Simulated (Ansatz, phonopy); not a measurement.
**How KF (Carobbiite, Fm-3m) expands on warming**

Wanted: α(T), C_P(T) and B(T) of KF (Carobbiite) in the quasi-harmonic approximation.

Experimental results on record:
- volume expansion coefficient 104.4 1e-6/K and heat capacity C_P per formula unit 49 J/mol/K near room temperature (given in “High-Throughput Prediction of Finite-Temperature Properties using the Quasi-Harmonic Approximation”, 2016, arXiv:1603.06924)
- volume expansion coefficient 95.1 1e-6/K near room temperature (given in “Descriptors for thermal expansion in solids”, 2017, arXiv:1701.03966)

Calculated with Ansatz 0.2.0; DFT PBE+D3(BJ), scalar-relativistic, plane waves, PAW.

This is a report of a sequence of runs, with the program logs left out and the cost of each run kept.

In doubt: the dispersion correction can have small steps in the geometry for these elements (step 5), which bears on fits and elastic values.

## Step 1: Set-up

Symmetry: Fm-3m, No. 225, cubic system. Conventional cell: a = 5.344 Å, b = 5.344 Å, c = 5.344 Å, α = 90.00°, β = 90.00°, γ = 90.00°. Nearest to K lie 6 F at 2.67 Å. F has 6 K at 2.67 Å nearest. Farther neighbours, and contacts between anions beyond the nearest, are not listed.

## Step 2: Probe on a coarse mesh

A cheap single point shows whether the cell is a metal or an insulator and how far it is from rest; that sets the k-mesh and the occupations of what follows.

Contents of input.yaml:

```yaml
crystal:
  lattice:
    - [0.0, 2.67185, 2.67185]
    - [2.67185, 0.0, 2.67185]
    - [2.67185, 2.67185, 0.0]
  atoms:
    - { symbol: K, position: [0.0, 0.0, 0.0] }
    - { symbol: F, position: [0.5, 0.5, 0.5] }
kpoints:
  mp_grid: { grid: [6, 6, 6] }
hamiltonian:
  xc: pbe
  dispersion: d3bj
scf:
  occupations: { method: gaussian, width: 0.1 }
output:
  forces: true
  stress: true
  eigenvalues: true
```

Started as:

```
$ ansatz run input.yaml --threads 4 --pin off --max-ram 8192MiB --backend cpu --events-out ev --progress --plain --runs-dir out
```

Run time: 0.47 s. Hardware: 4 threads of Arm Neoverse N1, shared host; peak memory 0.26 GiB; 1.2 s of CPU time.

This step gave:

| Item | Value |
| --- | --- |
| pressure | 0.05260 GPa |
| gap on the k-mesh | 6.182 eV |
| volume per atom | 19.07 Å³ |

The start is under 0.053 GPa at this level and looks like an insulator or semiconductor on this mesh.

## Step 3: Relaxation

The vibrations must be taken about the equilibrium of this functional, not about the starting cell, so the structure is relaxed.

input.yaml, the sections that differ from step 2:

```yaml
kpoints:
  mp_grid: { grid: [8, 8, 8] }
scf:
  occupations: { method: gaussian, width: 0.02 }
relax:
  adjacent_minimum: "off"
  f_tol: 0.005
  max_steps: 80
  cell: { stress_tol: 0.05 }
# crystal, hamiltonian, output: as in step 2
```

Wall time 1.8 s (4 threads); peak memory 0.29 GiB.

Little changed from the start: no atom moved by 0.005 Å and no cell edge by 0.1 %.

Read from the output:

- pressure: 0.001204 GPa
- gap on the k-mesh: 6.173 eV
- volume per atom: 19.10 Å³

## Step 4: Tight relaxation

The relaxation is repeated with tighter thresholds on force and stress, since phonons are sensitive to what is left.

input.yaml, the sections that differ from step 3:

```yaml
crystal:
  lattice:
    - [0.0, 2.6733056767, 2.6733056767]
    - [2.6733056767, 0.0, 2.6733056767]
    - [2.6733056767, 2.6733056767, 0.0]
  atoms:
    - { symbol: K, position: [0.0, 0.0, 0.0] }
    - { symbol: F, position: [0.5, 0.5, 0.5] }
scf:
  occupations: { method: fixed }
relax:
  adjacent_minimum: "off"
  f_tol: 0.001
  max_steps: 60
  cell: { stress_tol: 0.01 }
# kpoints, hamiltonian, output: as in step 3
```

Elapsed: 1.3 s, on 4 threads; peak memory 0.29 GiB.

Little changed from the start: no atom moved by 0.005 Å and no cell edge by 0.1 %.

Numbers from this step:

- pressure: 0.001219 GPa

The residual pressure is 0.0012 GPa, small enough for phonons.

## Step 5: Phonons on strained cells

Thermal expansion follows from how the phonon free energy changes with strain, so the program makes strained cells, their phonons and a fit in one run.

input.yaml, the sections that differ from step 4:

```yaml
output:
  eigenvalues: true
phonons:
  method: dfpt
  qmesh: [4, 4, 4]
  temperatures: { t_max: 800.0, t_step: 50 }
  thermal_expansion: {}
# crystal, kpoints, hamiltonian, scf: as in step 4
# relax: removed
```

The job ended after 18 min (4 threads; peak memory 0.97 GiB; 69 min of CPU time).

Read from the output:

| Quantity | Value |
| --- | --- |
| pressure | 0.004793 GPa |
| volume expansion coefficient at 298 K | 120.4 1e-6/K |
| C_P at 298 K | 25.10 J/mol-atom/K |
| entropy at 298 K | 34.70 J/mol-atom/K |
| isothermal bulk modulus at 298 K | 26.43 GPa |
| Grüneisen parameter at 298 K | 1.599 |
| volume at 298 K | 19.80 Å³/atom |
| principal linear expansion coefficients at 298 K | 40.14, 40.14, 40.14 1e-6/K |

Strained cells of the study; zero-point energy where phonons were solved; the pressures are stresses at the typed cutoff and can carry an offset from the finite basis. Expansion cells, by row:

| cell | \|a\| (Å) | \|b\| (Å) | \|c\| (Å) | V (Å³/atom) | E - E_lowest (meV/atom) | pressure, compression positive (GPa) | gap (eV) | zero-point energy (meV/atom) |
| --- | --- | --- | --- | --- | --- | --- | --- | --- |
| 1 | 3.781 | 3.781 | 3.781 | 19.1 | 0 | 0.003 | 6.173 | - |
| 2 | 3.811 | 3.811 | 3.811 | 19.57 | 1.063 | -0.726 | 6.049 | - |
| 3 | 3.751 | 3.751 | 3.751 | 18.65 | 1.137 | 0.82 | 6.3 | - |
| 4 | 3.781 | 3.781 | 3.781 | 19.11 | 0 | -0.01 | 6.171 | 30.09 |
| 5 | 3.8 | 3.8 | 3.8 | 19.4 | 0.44 | -0.475 | 6.093 | 29.37 |
| 6 | 3.815 | 3.815 | 3.815 | 19.63 | 1.36 | -0.816 | 6.033 | 28.82 |
| 7 | 3.849 | 3.849 | 3.849 | 20.16 | 5.252 | -1.521 | 5.9 | 27.56 |
| 8 | 3.883 | 3.883 | 3.883 | 20.7 | 11.49 | -2.135 | 5.77 | 26.32 |
| 9 | 3.918 | 3.918 | 3.918 | 21.26 | 19.89 | -2.668 | 5.645 | 25.1 |
| 10 | 3.953 | 3.953 | 3.953 | 21.84 | 30.3 | -3.128 | 5.523 | 23.89 |
| 11 | 3.744 | 3.744 | 3.744 | 18.55 | 1.74 | 1.026 | 6.331 | - |
| 12 | 3.762 | 3.762 | 3.762 | 18.83 | 0.421 | 0.49 | 6.25 | - |
| 13 | 3.985 | 3.985 | 3.985 | 22.37 | 41.22 | -3.484 | 5.417 | - |

Quasi-harmonic; a, b, c are the run's own cell vectors. Expansion, by row:

| T (K) | a (Å) | b (Å) | c (Å) | alpha (deg) | beta (deg) | gamma (deg) | cell volume (Å³/cell) | alpha_a (1e-6/K) | alpha_b (1e-6/K) | alpha_c (1e-6/K) | alpha_V (1e-6/K) | C_P (J/mol-atom/K) | C_V (J/mol-atom/K) | S (J/mol-atom/K) | B_T (GPa) | B_S (GPa) | Grueneisen | extrapolation | fit error (1e-6/K) |
| --- | --- | --- | --- | --- | --- | --- | --- | --- | --- | --- | --- | --- | --- | --- | --- | --- | --- | --- | --- |
| 0 | 3.797 | 3.797 | 3.797 | 60 | 60 | 60 | 38.7 | 0 | 0 | 0 | 0 | 0 | 0 | 0 | 30.99 | 30.99 | - | 0 | 0 |
| 50 | 3.797 | 3.797 | 3.797 | 60 | 60 | 60 | 38.72 | 8.16 | 8.16 | 8.16 | 24.48 | 6.971 | 6.96 | 2.881 | 30.86 | 30.9 | 1.265 | 0 | 0.01 |
| 100 | 3.8 | 3.8 | 3.8 | 60 | 60 | 60 | 38.81 | 23.03 | 23.03 | 23.03 | 69.08 | 16.62 | 16.45 | 11.06 | 30.2 | 30.51 | 1.482 | 0 | 0.08 |
| 150 | 3.805 | 3.805 | 3.805 | 60 | 60 | 60 | 38.97 | 30.43 | 30.43 | 30.43 | 91.29 | 20.93 | 20.5 | 18.73 | 29.33 | 29.94 | 1.532 | 0 | 0.14 |
| 200 | 3.812 | 3.812 | 3.812 | 60 | 60 | 60 | 39.16 | 34.62 | 34.62 | 34.62 | 103.9 | 23.03 | 22.31 | 25.07 | 28.39 | 29.31 | 1.559 | 0 | 0.15 |
| 250 | 3.819 | 3.819 | 3.819 | 60 | 60 | 60 | 39.37 | 37.64 | 37.64 | 37.64 | 112.9 | 24.27 | 23.23 | 30.36 | 27.41 | 28.63 | 1.579 | 0 | 0.1 |
| 298.1 | 3.826 | 3.826 | 3.826 | 60 | 60 | 60 | 39.59 | 40.14 | 40.14 | 40.14 | 120.4 | 25.1 | 23.74 | 34.7 | 26.43 | 27.95 | 1.599 | 0 | 0.11 |
| 300 | 3.826 | 3.826 | 3.826 | 60 | 60 | 60 | 39.6 | 40.24 | 40.24 | 40.24 | 120.7 | 25.13 | 23.75 | 34.86 | 26.39 | 27.92 | 1.599 | 0 | 0.12 |
| 350 | 3.834 | 3.834 | 3.834 | 60 | 60 | 60 | 39.85 | 42.77 | 42.77 | 42.77 | 128.3 | 25.83 | 24.08 | 38.79 | 25.33 | 27.17 | 1.62 | 0 | 0.29 |
| 400 | 3.842 | 3.842 | 3.842 | 60 | 60 | 60 | 40.12 | 45.42 | 45.42 | 45.42 | 136.3 | 26.46 | 24.29 | 42.28 | 24.22 | 26.39 | 1.641 | 0 | 0.45 |
| 450 | 3.851 | 3.851 | 3.851 | 60 | 60 | 60 | 40.4 | 48.36 | 48.36 | 48.36 | 145.1 | 27.09 | 24.44 | 45.43 | 23.05 | 25.56 | 1.665 | 0 | 0.48 |
| 500 | 3.861 | 3.861 | 3.861 | 60 | 60 | 60 | 40.7 | 51.73 | 51.73 | 51.73 | 155.2 | 27.76 | 24.54 | 48.32 | 21.81 | 24.67 | 1.691 | 0 | 0.32 |
| 550 | 3.871 | 3.871 | 3.871 | 60 | 60 | 60 | 41.03 | 55.76 | 55.76 | 55.76 | 167.3 | 28.51 | 24.62 | 51 | 20.48 | 23.72 | 1.719 | 0 | 0.22 |
| 600 | 3.883 | 3.883 | 3.883 | 60 | 60 | 60 | 41.39 | 60.73 | 60.73 | 60.73 | 182.2 | 29.41 | 24.68 | 53.52 | 19.05 | 22.7 | 1.753 | 0 | 0.89 |
| 650 | 3.895 | 3.895 | 3.895 | 60 | 60 | 60 | 41.79 | 67.14 | 67.14 | 67.14 | 201.4 | 30.52 | 24.72 | 55.91 | 17.47 | 21.57 | 1.791 | 0 | 1.65 |
| 700 | 3.909 | 3.909 | 3.909 | 60 | 60 | 60 | 42.24 | 75.9 | 75.9 | 75.9 | 227.7 | 32.01 | 24.76 | 58.23 | 15.71 | 20.31 | 1.837 | 0 | 1.89 |
| 750 | 3.925 | 3.925 | 3.925 | 60 | 60 | 60 | 42.76 | 88.89 | 88.89 | 88.89 | 266.7 | 34.19 | 24.79 | 60.51 | 13.68 | 18.87 | 1.895 | 0 | 0.91 |
| 800 | 3.945 | 3.945 | 3.945 | 60 | 60 | 60 | 43.4 | 111 | 111 | 111 | 333.1 | 37.86 | 24.82 | 62.82 | 11.24 | 17.15 | 1.972 | 0 | 25.85 |

The expansion coefficient by temperature; values in 1e-6/K:

| temperature (K) | volume | principal 1 |
| --- | --- | --- |
| 0 | 0 | 0 |
| 50 | 24.5 | 8.16 |
| 100 | 69.1 | 23.0 |
| 150 | 91.3 | 30.4 |
| 200 | 104 | 34.6 |
| 250 | 113 | 37.6 |
| 298 | 120 | 40.1 |
| 300 | 121 | 40.2 |
| 350 | 128 | 42.8 |
| 400 | 136 | 45.4 |
| 450 | 145 | 48.4 |
| 500 | 155 | 51.7 |
| 550 | 167 | 55.8 |
| 600 | 182 | 60.7 |
| 650 | 201 | 67.1 |
| 700 | 228 | 75.9 |
| 750 | 267 | 88.9 |
| 800 | 333 | 111 |

At 298 K the volume expansion is 120 × 10⁻⁶/K and B_T is 26.4 GPa. The program raised the cutoff to 487.2 eV by itself: with no cutoff typed, the study takes about 1.16 times the default for its relaxations and scales it with the volume for the phonons.

## Step 6: Free-energy fit

This step: DFT PBE+D3(BJ), scalar-relativistic, plane waves, PAW (phonopy 4.10.0).

This step gave:

* volume expansion coefficient at 300 K: 120.4 1e-6/K
* isothermal bulk modulus at 300 K: 26.4 GPa
* C_P at 300 K: 25.21 J/mol-atom/K
* Grüneisen parameter at 300 K: 1.596

The energy (each curve on its own zero) by volume; values in meV/atom:

| volume (Å³/atom) | static | F at 0 K | F at 300 K | F at 800 K |
| --- | --- | --- | --- | --- |
| 19.11 | 0 | 2.78 | 7.95 | 20.4 |
| 19.40 | 0.44 | 2.5 | 6.52 | 16.1 |
| 19.63 | 1.36 | 2.87 | 5.95 | 13.2 |
| 20.16 | 5.25 | 5.5 | 6.33 | 8.09 |
| 20.70 | 11.5 | 10.5 | 8.89 | 4.87 |
| 21.26 | 19.9 | 17.7 | 13.4 | 3.25 |
| 21.84 | 30.3 | 26.9 | 19.7 | 2.94 |

Phonopy-qha, vinet fit of F(V) at each temperature. Qha vinet, by row:

| T (K) | fitted volume (Å³/atom) | alpha_V (1e-6/K) | B_T (GPa) | C_P (J/mol-atom/K) | Grueneisen |
| --- | --- | --- | --- | --- | --- |
| 100 | 19.41 | 65.29 | 30.2 | 16.27 | 1.4 |
| 150 | 19.48 | 89.64 | 29.36 | 20.98 | 1.506 |
| 200 | 19.58 | 103 | 28.43 | 23.14 | 1.549 |
| 250 | 19.69 | 112.4 | 27.45 | 24.36 | 1.574 |
| 300 | 19.8 | 120.4 | 26.4 | 25.21 | 1.596 |
| 350 | 19.92 | 128.3 | 25.31 | 25.89 | 1.618 |
| 400 | 20.06 | 136.6 | 24.15 | 26.52 | 1.641 |
| 450 | 20.2 | 145.9 | 22.94 | 27.15 | 1.666 |
| 500 | 20.35 | 156.7 | 21.66 | 27.82 | 1.694 |
| 550 | 20.52 | 169.3 | 20.31 | 28.59 | 1.727 |
| 600 | 20.7 | 184.7 | 18.9 | 29.5 | 1.763 |
| 650 | 20.9 | 203.8 | 17.4 | 30.62 | 1.805 |
| 700 | 21.12 | 228.2 | 15.82 | 32.05 | 1.854 |
| 750 | 21.38 | 260.3 | 14.15 | 33.95 | 1.912 |

Table of volume expansion coefficient by temperature; values in 1e-6/K:

| temperature (K) | phonopy-qha, Vinet | Ansatz's own study |
| --- | --- | --- |
| 100 | 65.3 | 69.1 |
| 150 | 89.6 | 91.3 |
| 200 | 103 | 104 |
| 250 | 112 | 113 |
| 300 | 120 | 121 |
| 350 | 128 | 128 |
| 400 | 137 | 136 |
| 450 | 146 | 145 |
| 500 | 157 | 155 |
| 550 | 169 | 167 |
| 600 | 185 | 182 |
| 650 | 204 | 201 |
| 700 | 228 | 228 |
| 750 | 260 | 267 |

The fit gives a volume expansion of 120 × 10⁻⁶/K at 300 K, against 120 at 298 K from the study's own fit of the same cells.

## Step 7: Summary of results

| Property | Result |
| --- | --- |
| settings of these figures | PBE+D3(BJ), 487.2 eV, k 8×8×8, q 4×4×4 |
| volume expansion coefficient at 298 K | 120.4 1e-6/K |
| C_P at 298 K | 25.10 J/mol-atom/K |
| entropy at 298 K | 34.70 J/mol-atom/K |
| isothermal bulk modulus at 298 K | 26.43 GPa |
| Grüneisen parameter at 298 K | 1.599 |
| volume at 298 K | 19.80 Å³/atom |
| principal linear expansion coefficients at 298 K | 40.14, 40.14, 40.14 1e-6/K |

What this shows: Near room temperature KF (Carobbiite) expands by 120 × 10⁻⁶/K in volume at this level, with C_P = 25.1 J/(mol K) per mole of atoms and B_T = 26.4 GPa. At some temperatures (first at 800 K) the program's own estimate of the fit error is large against the linear coefficients, so those rows are unreliable. Between 298.15 and 800 K the bulk modulus falls by 57 % and the Grüneisen parameter grows; in this range the quasi-harmonic approximation, which lacks anharmonicity at fixed volume, tends to overshoot. C_P at room temperature is 101 % of the classical 3R an atom, near the Dulong–Petit value that C_V approaches. A measured volume expansion coefficient near room temperature is 104.4 1e-6/K (arXiv:1603.06924); the calculated 120 1e-6/K differs by +15 %. A measured heat capacity per formula unit near room temperature is 49 J/mol/K (arXiv:1603.06924); the calculated 50.2 J/mol/K differs by +2 %. The dispersion part of the force constants is taken with its C6 weights frozen at the reference structure.

[Long decimals in the printed logs are rounded to 6 places.]

[Logs are printed without paths, hosts, clocks, repeated set-up lines and the standing remarks that a program may print on its own settings, such as how far it seeks lower states.]

[Hosts, paths, dates, database ids (printed as entryN), source tags and the programs' standing remarks are cut or masked in the printed files.]

[Where the starting crystal was built by hand or by swapping elements, it need not be the compound's stable phase.]

[A step with changed settings may run another functional than the one named; its input shows which.]

[Pressures of single members of a volume series are the stress at the run's cutoff; with an incomplete basis they can lie off −dE/dV of the same runs, and they are not shown converged.]
